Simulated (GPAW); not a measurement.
# SiC (Moissanite 3C): optical spectrum from first principles

Aim: the dielectric function of SiC (Moissanite 3C), and the optical constants that follow from it.

Calculated with GPAW 26.7.0; DFT, PBE, plane-wave PAW (GPAW data sets), scalar-relativistic, RPA, optical limit.

### Step 1. The structure

It takes space group F-43m (No. 216, cubic). Conventional cell: a = 4.358 Å, b = 4.358 Å, c = 4.358 Å, α = 90.00°, β = 90.00°, γ = 90.00°. Nearest to Si lie 4 C at 1.89 Å. Nearest to C lie 4 Si at 1.89 Å. Farther neighbours are not listed.

### Step 2. Ground state

First the ground state: is it a metal or has it a gap?

This step: DFT, PBE, plane-wave PAW (GPAW data sets), scalar-relativistic, ground state (GPAW 26.7.0).

gs.py

```python
from ase import Atoms
from ase.dft.bandgap import bandgap
from gpaw import GPAW, PW, FermiDirac

atoms = Atoms(['Si', 'C'],
              cell=[[0.000000000000, 2.179000000000, 2.179000000000],
                    [2.179000000000, 0.000000000000, 2.179000000000],
                    [2.179000000000, 2.179000000000, 0.000000000000]],
              scaled_positions=[[0.000000000000, 0.000000000000, 0.000000000000],
                                [0.750000000000, 0.750000000000, 0.750000000000]],
              pbc=[True, True, True])
atoms.calc = GPAW(mode=PW(500), xc='PBE', kpts={'size': (9, 9, 9), 'gamma': True},
                  occupations=FermiDirac(0.05), maxiter=150, txt='gs.txt')
print('energy (eV)', atoms.get_potential_energy())
print('Fermi level (eV)', atoms.calc.get_fermi_level())
print('valence electrons', atoms.calc.get_number_of_electrons())
print('gap (eV)', bandgap(atoms.calc, output=None)[0])
print('direct gap (eV)', bandgap(atoms.calc, direct=True, output=None)[0])
atoms.calc.write('gs.gpw')
```

Started as:

```bash
OMP_NUM_THREADS=1 python gs.py
```

Numbers of over 12 decimals in the logs are rounded to 6 here.

Output:

```text
__  _  _
 | _ |_)|_||  |
 |__||  | ||/\| - 26.7.0

Versions:
  Python: 3.12.14
  ASE:    3.29.0
  Numpy:  2.5.5
  Scipy:  1.18.1
  Libxc:  7.0.0

Input parameters:
  mode=PW(ecut=500.0),
  kpts=MonkhorstPack(size=(9, 9, 9), gamma=True),
  maxiter=150,
  occupations=Occupations(name='fermi-dirac', width=0.05, fixmagmom=False),
  xc=XC(name='PBE')

Diagonalizing LCAO Hamiltonian
Converting LCAO to pw mode

                 C

       Si

Atoms  # Å, Bohr magnetons
|   | symbol |        x |        y |        z |    initial magnetic moments |
| 0 |     Si | 0.000000 | 0.000000 | 0.000000 | ( 0.0000,  0.0000,  0.0000) |
| 1 |      C | 3.268500 | 3.268500 | 3.268500 | ( 0.0000,  0.0000,  0.0000) |

Unit cell  # Å
| periodic |        x |        y |        z |  lengths |    angles |
|      yes | 0.000000 | 2.179000 | 2.179000 | 3.081571 | 60.000000 |
|      yes | 2.179000 | 0.000000 | 2.179000 | 3.081571 | 60.000000 |
|      yes | 2.179000 | 2.179000 | 0.000000 | 3.081571 | 60.000000 |

Number of symmetries: 24
Symmetry operations  # r_c * U_cc + t_c -> r_c
|    | kind |            matrix            |
|  0 |  E   |  1, 0, 0,  0, 1, 0,  0, 0, 1 |
|  1 |  σ   |  1, 0, 0,  0, 0, 1,  0, 1, 0 |
|  2 |  σ   |  1, 0,-1,  0, 1,-1,  0, 0,-1 |
|  3 |  C3  |  1, 0,-1,  0, 0,-1,  0, 1,-1 |
|  4 |  C3  |  1,-1, 0,  0,-1, 1,  0,-1, 0 |
|  5 |  σ   |  1,-1, 0,  0,-1, 0,  0,-1, 1 |
|  6 |  σ   |  0, 1, 0,  1, 0, 0,  0, 0, 1 |
|  7 |  C3  |  0, 1, 0,  0, 0, 1,  1, 0, 0 |
|  8 |  C2  |  0, 1,-1,  1, 0,-1,  0, 0,-1 |
|  9 |  S4  |  0, 1,-1,  0, 0,-1,  1, 0,-1 |
| 10 |  C3  |  0, 0, 1,  1, 0, 0,  0, 1, 0 |
| 11 |  σ   |  0, 0, 1,  0, 1, 0,  1, 0, 0 |
| 12 |  S4  |  0, 0,-1,  1, 0,-1,  0, 1,-1 |
| 13 |  C3  |  0, 0,-1,  0, 1,-1,  1, 0,-1 |
| 14 |  S4  |  0,-1, 1,  1,-1, 0,  0,-1, 0 |
| 15 |  C2  |  0,-1, 1,  0,-1, 0,  1,-1, 0 |
| 16 |  C3  |  0,-1, 0,  1,-1, 0,  0,-1, 1 |
| 17 |  S4  |  0,-1, 0,  0,-1, 1,  1,-1, 0 |
| 18 |  S4  | -1, 1, 0, -1, 0, 1, -1, 0, 0 |
| 19 |  C3  | -1, 1, 0, -1, 0, 0, -1, 0, 1 |
| 20 |  C3  | -1, 0, 1, -1, 1, 0, -1, 0, 0 |
| 21 |  S4  | -1, 0, 1, -1, 0, 0, -1, 1, 0 |
| 22 |  σ   | -1, 0, 0, -1, 1, 0, -1, 0, 1 |
| 23 |  C2  | -1, 0, 0, -1, 0, 1, -1, 1, 0 |

BZ-sampling:
  Number of BZ points: 729
  Number of IBZ points: 35

  Monkhorst-Pack size: [9, 9, 9]
  Monkhorst-Pack shift: [0, 0, 0]

K-points  # in reciprocal-cell coordinates
|     |                                coordinates |     weight |
|   0 | (  0.00000000,   0.00000000,   0.00000000) | 0.00137174 |
|   1 | (  0.11111111,   0.11111111,   0.00000000) | 0.00823045 |
|   2 | (  0.11111111,   0.11111111,   0.11111111) | 0.01097394 |
|   3 | (  0.22222222,   0.11111111,   0.11111111) | 0.01646091 |
|   4 | (  0.22222222,   0.22222222,   0.00000000) | 0.00823045 |
|   5 | (  0.22222222,   0.22222222,   0.11111111) | 0.03292181 |
|   6 | (  0.22222222,   0.22222222,   0.22222222) | 0.01097394 |
|   7 | (  0.33333333,   0.22222222,   0.11111111) | 0.03292181 |
|   8 | (  0.33333333,   0.22222222,   0.22222222) | 0.03292181 |
|   9 | (  0.33333333,   0.33333333,  -0.33333333) | 0.01646091 |
| ... |                                            |            |
|  34 | (  0.44444444,   0.44444444,   0.44444444) | 0.01097394 |

Plane wave coefficients: 534
Cutoff: 500.0 eV

Spin-components: 1 (collinear spins)
Bands:           8
Projectors:      10
Spin-degeneracy: 2
Datatype:        complex128

Parallelization:
  kpt:    1
  domain: 1
  band:   1

Density:
  Valence electrons: 8.0
  Components: 1
  Grid points: [16 16 16]
  Charge: 0.0  # |e|

Potential:
  Grid points: [16 16 16]

species:
  Si:
    name:    Silicon
    id:
    Z:       14.0
    valence: 4
    core:    10
    charge:  0.0  # [|e|]
    compensation charges:
      type: gauss
      rc: 0.33  # [Å]
      lmax: 2
    cutoffs:
      filter: 1.86  # [Å]
      core: 2.06  # [Å]
    projectors
    | kind |    occ | energy [eV] | rcut [Å] |
    |   3s |  2.000 |     -10.812 |    1.058 |
    |   3p |  2.000 |      -4.081 |    1.058 |
    |    s |        |      16.399 |    1.058 |
    |    p |        |      23.130 |    1.058 |
    |    d |        |       0.000 |    1.058 |

    Using partial waves for Si as LCAO basis

  C:
    name:    Carbon
    id:
    Z:       6.0
    valence: 4
    core:    2
    charge:  0.0  # [|e|]
    compensation charges:
      type: gauss
      rc: 0.20  # [Å]
      lmax: 2
    cutoffs:
      filter: 1.14  # [Å]
      core: 1.14  # [Å]
    projectors
    | kind |    occ | energy [eV] | rcut [Å] |
    |   2s |  2.000 |     -13.751 |    0.635 |
    |   2p |  2.000 |      -5.284 |    0.635 |
    |    s |        |      13.461 |    0.635 |
    |    p |        |      21.927 |    0.635 |
    |    d |        |       0.000 |    0.635 |

    Using partial waves for C as LCAO basis

Reference energy: -8913.972366  # eV

eigensolver:
  PPCG
  Converge bands: occupied
  niter=2

density mixing:
  MSR1-Mixer
  Pratt-step length: 0.05
  Maximum mixing coefficient: 0.75
  Old densities: 10
  SVD Regularization: 0.005
  Good broyden scale: 1.0
  Trust region scale: 1.0
  Backstep threshold: 4.0
  History deletion threshold: 6.0
  Fourier metric: weight=20.0, sigma=0.015

occupation numbers:
  Fermi-Dirac:
    width: 0.0500  # eV

poisson solver:
  ecut: 4000.0  # eV

xc functional:
  name: PBE with 2 nearest neighbor stencil

convergence criteria:
- Maximum [total energy] change in last 3 cyles: 0.0005 eV / valence electron
- Maximum integral of absolute [dens]ity change: 0.0001 electrons / valence electron
- Maximum integral of absolute [eigenst]ate change: 4e-08 eV^2 / valence electron
maximum number of iterations: 150

SCF iterations
|iter     |      energy | eigst |  dens |
|iter:   1||  -16.581749 | -0.15 |       |
|iter:   2||  -16.206813 | -2.21 | -0.56 |
|iter:   3||  -14.957277 | -0.88 | -0.61 |
|iter:   4||  -14.963082 | -2.82 | -1.32 |
|iter:   5||  -14.966387 | -3.46 | -1.68 |
|iter:   6||  -14.966456c| -5.45 | -2.67 |
|iter:   7||  -14.966462c| -6.60 | -3.27 |
|iter:   8||  -14.966462c| -8.24c| -4.14c|

Converged in 8 steps
SCF loop duration: 2.399 s (0.300 s/step)
Energy contributions relative to reference atoms: (reference = -8913.972366)

Energy contributions:
  Kinetic:          16.192762
  Coulomb:         -13.616441
  Zero:             -0.024745
  External:          0.000000
  Xc:              -17.518038
  Entropy:          -0.000000
  Spinorbit:         0.000000
  ----------------------------
  Free energy:     -14.966462
  Extrapolated:    -14.966462

dipole moment: (-8.038476, -8.038476, -8.038476)  # |e|*Ang

Fermi level: 8.993
Eigenvalues  # (at kpt = [0.000, 0.000, 0.000])
| band index |      eig [eV] | occ [0-2] |
|          0 |        -7.165 |     2.000 |
|          1 |         8.249 |     2.000 |
|          2 |         8.249 |     2.000 |
|          3 |         8.249 |     2.000 |
|          4 |        14.510 |     0.000 |
|          5 |        15.551 |     0.000 |
|          6 |        15.551 |     0.000 |
|          7 |        15.551 |     0.000 |

Gap: 1.496 eV
Transition (v -> c):
  (s=0, k=0, n=3, [0.00, 0.00, 0.00]) -> (s=0, k=30, n=4, [0.44, 0.44, 0.00])
Direct/indirect transitions are different
Direct gap: 4.622 eV
Transition at: (s=0, k=30, n=3, [0.44, 0.44, 0.00])

--- standard output ---
energy (eV) -14.966462
Fermi level (eV) 8.993398
valence electrons 8.0
gap (eV) 1.495575
direct gap (eV) 4.621724
```

Wall time 3.9 s (1 thread of Arm Neoverse V1, shared host); peak memory 0.12 GiB.

Read-outs, printed or worked out from the files:

```
energy                 : -14.97 eV
Fermi energy           : 8.993 eV
gap on the k-mesh      : 1.496 eV
direct gap on the mesh : 4.622 eV
electrons              : 8
```

There is a gap, 1.50 eV on this mesh (points off the mesh can give less), so no carriers' term is needed.

### Step 3. Bands for the response

At the fixed density, many empty bands are solved on the mesh of the response, since the spectrum sums over them.

This step: DFT, PBE, plane-wave PAW (GPAW data sets), scalar-relativistic, bands at fixed density (GPAW 26.7.0).

nscf.py

```python
from ase.dft.bandgap import bandgap
from gpaw import GPAW, FermiDirac

calc = GPAW('gs.gpw').fixed_density(kpts={'size': (14, 14, 14), 'gamma': True}, nbands=23, convergence={'bands': 17},
                                    occupations=FermiDirac(0.001), txt='nscf.txt')
print('gap (eV)', bandgap(calc, output=None)[0])
print('direct gap (eV)', bandgap(calc, direct=True, output=None)[0])
print('top band over the Fermi level (eV)', min(calc.get_eigenvalues(kpt=k)[16] for k in range(len(calc.get_ibz_k_points()))) - calc.get_fermi_level())
calc.write('full.gpw', mode='all')
```

Started as:

```bash
OMP_NUM_THREADS=1 python nscf.py
```

Output:

```text
Diagonalizing LCAO Hamiltonian
Converting LCAO to pw mode
convergence criteria:
- Maximum integral of absolute [eigenst]ate change: 4e-08 eV^2 / valence electron
maximum number of iterations: 150

SCF iterations
|iter     |      energy | eigst |  dens |
|iter:   1||             | +2.98 |       |
|iter:   2||             | +1.21 |       |
|iter:   3||             | -1.21 |       |
|iter:   4||             | -2.92 |       |
|iter:   5||             | -4.99 |       |
|iter:   6||             | -6.61 |       |
|iter:   7||             | -7.65c|       |
SCF steps: 7
  __  _  _
 | _ |_)|_||  |
 |__||  | ||/\| - 26.7.0

Versions:
  Python: 3.12.14
  ASE:    3.29.0
  Numpy:  2.5.5
  Scipy:  1.18.1
  Libxc:  7.0.0

Input parameters:
  mode=PW(ecut=500.0),
  convergence={'bands': 17},
  gpts=array([16, 16, 16]),
  kpts=MonkhorstPack(size=(14, 14, 14), gamma=True),
  maxiter=150,
  nbands=23,
  occupations=Occupations(name='fermi-dirac', width=0.001, fixmagmom=False),
  parallel={},
  xc=XC(name='PBE')

--- standard output ---
gap (eV) 1.349905
direct gap (eV) 4.542037
top band over the Fermi level (eV) 27.493790
```

Wall time 16 s (1 thread); peak memory 0.16 GiB.

Numbers from this step:

| Quantity | Value |
| --- | --- |
| gap on the k-mesh | 1.350 eV |
| direct gap on the mesh | 4.542 eV |

### Step 4. Dielectric function, RPA

Local fields let the induced charge screen the field inside the cell, which as a rule lowers ε, most along directions where the density is uneven.

This step: DFT, PBE, plane-wave PAW (GPAW data sets), scalar-relativistic, RPA, optical limit (GPAW 26.7.0).

df.py

```python
from gpaw.response.df import DielectricFunction

df = DielectricFunction('full.gpw', frequencies={'type': 'nonlinear', 'domega0': 0.03, 'omega2': 8},
                        ecut=60,
                        eta=0.2,
                        nbands=17,
                        txt='df.txt')
for direction in ['x']:
    df.get_dielectric_function(xc='RPA', direction=direction, filename=f'df_{direction}.csv')
```

Started as:

```bash
OMP_NUM_THREADS=1 python df.py
```

Output:

```text
Using integrator: PointIntegrator
NonLinearFrequencyDescriptor(from 0.000 to 49.462 eV, 464 points)
Nonperiodic BCs:  [False False False]
Using integrator: PointIntegrator
NonLinearFrequencyDescriptor(from 0.000 to 49.462 eV, 464 points)
Nonperiodic BCs:  [False False False]

Calculating chi0 body with:
    Ground state adapter containing:
    Number of spins: 1
    Number of kpoints: 2744
    Number of irreducible kpoints: 104
    Number of completely occupied states: 4
    Number of partially occupied states: 4

    Linear response parametrization:
    q_c: [0.0, 0.0, 0.0]
    Number of frequency points: 464
    Planewave cutoff: 60.0
    Number of bands: 17
    Number of planewaves: 15
    Broadening (eta): 0.2

Integrating chi0 body.

Symmetries of q_c:
    Direct symmetries (Uq -> q): 24
    Indirect symmetries (TUq -> q): 24
In total 48 allowed symmetries.

104 groups of equivalent kpoints. 96.209913% reduction.

Integral kind: spectral function

Calculating chi0 optical extensions with:
    Ground state adapter containing:
    Number of spins: 1
    Number of kpoints: 2744
    Number of irreducible kpoints: 104
    Number of completely occupied states: 4
    Number of partially occupied states: 4

    Linear response parametrization:
    Number of frequency points: 464
    Planewave cutoff: 60.0
    Number of bands: 17
    Number of planewaves: 15
    Broadening (eta): 0.2
Integrating chi0 head and wings.

Symmetries of q_c:
    Direct symmetries (Uq -> q): 24
    Indirect symmetries (TUq -> q): 24
In total 48 allowed symmetries.

104 groups of equivalent kpoints. 96.209913% reduction.

Integral kind: spectral function wings
```

Elapsed: 3.6 s, on 1 thread; peak memory 0.2 GiB.

This step gave:

| Property | Result |
| --- | --- |
| electronic dielectric constant ε∞, mean over x, y and z (by symmetry where fewer were run) | 6.717 |
| main peak of Im epsilon, first axis | 6.816 eV |

The Im ε, E ∥ x has structure finer than the step of the table below, so its rows give means over 0.5 eV, whole bins alone (the curve runs from 0 to 21.9 eV). Peaks (eV: height): 6.82: 19.9, 8.33: 12.9.

Values under the direct gap are tails of Lorentzian lines. Im ε, E ∥ x against photon energy; means over each step:

```csv
photon energy (eV),"Im ε, E ∥ x"
0.5,0.0216
1.0,0.0447
1.5,0.0712
2.0,0.104
2.5,0.147
3.0,0.209
3.5,0.313
4.0,0.534
4.5,1.40
5.0,3.12
5.5,5.88
6.0,9.10
6.5,15.3
7.0,17.4
7.5,9.80
8.0,10.8
8.5,11.4
9.0,8.17
9.5,6.97
10.0,6.27
10.5,5.26
11.0,3.85
11.5,2.77
12.0,2.63
12.5,2.94
13.0,2.17
13.5,1.88
14.0,1.57
14.5,1.45
15.0,1.40
15.5,1.25
16.0,1.06
16.5,0.818
17.0,0.747
17.5,0.630
18.0,0.566
18.5,0.511
19.0,0.467
19.5,0.377
20.0,0.330
20.5,0.302
21.0,0.246
21.5,0.255
```

Table of Re ε, E ∥ x by photon energy:

```csv
photon energy (eV),"Re ε, E ∥ x"
0,6.72
1,6.83
2,7.18
3,7.93
4,9.52
5,12.3
6,13.6
7,0.888
8,2.34
9,-2.18
10,-2.44
11,-3.84
12,-1.77
13,-2.26
14,-1.68
15,-1.34
16,-1.28
17,-0.940
18,-0.667
19,-0.498
20,-0.294
21,-0.143
```

Table of refractive index n and extinction k by photon energy:

```csv
photon energy (eV),n,k
0,2.59,0
1,2.61,0.00853
2,2.68,0.0193
3,2.82,0.0369
4,3.09,0.0836
5,3.53,0.431
6,3.86,1.13
7,3.09,2.94
8,2.57,2.07
9,1.75,2.29
10,1.48,2.16
11,0.868,2.14
12,0.812,1.56
13,0.640,1.63
14,0.545,1.41
15,0.548,1.28
16,0.442,1.22
17,0.364,1.04
18,0.328,0.880
19,0.306,0.769
20,0.271,0.607
21,0.262,0.460
```

The Im ε, E ∥ x has structure finer than the step of the table below, so its rows give means over 0.5 eV, whole bins alone (the curve runs from 0 to 21.9 eV). Peaks (eV: height): without local fields 6.82: 21.3, 8.27: 15.0; with local fields 6.82: 19.9, 8.33: 12.9.

Values under the direct gap are tails of Lorentzian lines. The Im ε, E ∥ x by photon energy; means over each step:

```csv
photon energy (eV),without local fields,with local fields
0.5,0.0235,0.0216
1.0,0.0488,0.0447
1.5,0.0777,0.0712
2.0,0.113,0.104
2.5,0.161,0.147
3.0,0.229,0.209
3.5,0.343,0.313
4.0,0.587,0.534
4.5,1.54,1.40
5.0,3.47,3.12
5.5,6.58,5.88
6.0,10.1,9.10
6.5,16.5,15.3
7.0,18.5,17.4
7.5,10.7,9.80
8.0,12.6,10.8
8.5,12.8,11.4
9.0,9.09,8.17
9.5,7.14,6.97
10.0,6.38,6.27
10.5,5.11,5.26
11.0,3.58,3.85
11.5,2.64,2.77
12.0,2.64,2.63
12.5,2.73,2.94
13.0,1.98,2.17
13.5,1.70,1.88
14.0,1.41,1.57
14.5,1.33,1.45
15.0,1.23,1.40
15.5,1.08,1.25
16.0,0.837,1.06
16.5,0.660,0.818
17.0,0.623,0.747
17.5,0.527,0.630
18.0,0.476,0.566
18.5,0.424,0.511
19.0,0.389,0.467
19.5,0.311,0.377
20.0,0.280,0.330
20.5,0.257,0.302
21.0,0.216,0.246
21.5,0.224,0.255
```

Values under the direct gap are tails of Lorentzian lines. Loss function −Im 1/ε at q → 0, E ∥ x against energy loss; read off at these points:

```csv
energy loss (eV),"loss function −Im 1/ε at q → 0, E ∥ x"
0,0
1,9.6e-4
2,0.00200
3,0.00331
4,0.00568
5,0.0190
6,0.0334
7,0.0549
8,0.0897
9,0.116
10,0.136
11,0.130
12,0.265
13,0.221
14,0.296
15,0.374
16,0.383
17,0.519
18,0.742
19,1.00
20,1.69
21,3.08
```

From ε follow the optical constants at some laser and lamp lines:

```csv
wavelength (nm),n,k,R (%),1/α
1550,2.61,0.007,19.8,18 µm
633,2.68,0.019,20.8,2.7 µm
532,2.72,0.024,21.3,1.8 µm
450,2.77,0.031,22.1,1.1 µm
365,2.90,0.049,23.7,596 nm
308,3.10,0.086,26.2,285 nm
248,3.53,0.431,31.8,46 nm
```

Below the direct gap, k and the depth come from the tails of the Lorentzian lines, not from transitions.

Rows near the edge hang on the gap, which this functional as a rule makes too small, and phonon-assisted absorption is left out.

### Step 5. Outcome

| Item | Value |
| --- | --- |
| electronic dielectric constant ε∞, mean over x, y and z (by symmetry where fewer were run) (RPA) | 6.72 |
| main peak of Im epsilon, first axis | 6.82 eV |

**Reading.** At this level (PBE, RPA) SiC has ε∞ = 6.72 and n = 2.61 at 1550 nm, and Im ε peaks at 6.8 eV. On the mesh the gap is 1.35 eV and the least direct gap 4.54 eV, so on this mesh the band edges lie at different points. Local fields change the static value along x from 7.11 to 6.72 (-5 %). Distinct maxima of Im ε, read by a parabola through the highest points, lie at 6.82 eV (20) and 8.32 eV (13). Excitons and phonon-assisted transitions are missing; PBE gaps are as a rule too small, which pulls the onset down and ε∞ up. The sum runs over mesh points, so small or evenly spaced maxima can still be ripples of the mesh.

[Machine, clock and banner lines and Python warnings are left out of the logs.]

[Logs are printed without paths, hosts, clocks, repeated set-up lines and the standing remarks that a program may print on its own settings, such as how far it seeks lower states.]

[Hosts, paths, dates, database ids (printed as entryN), source tags and the programs' standing remarks are cut or masked in the printed files.]
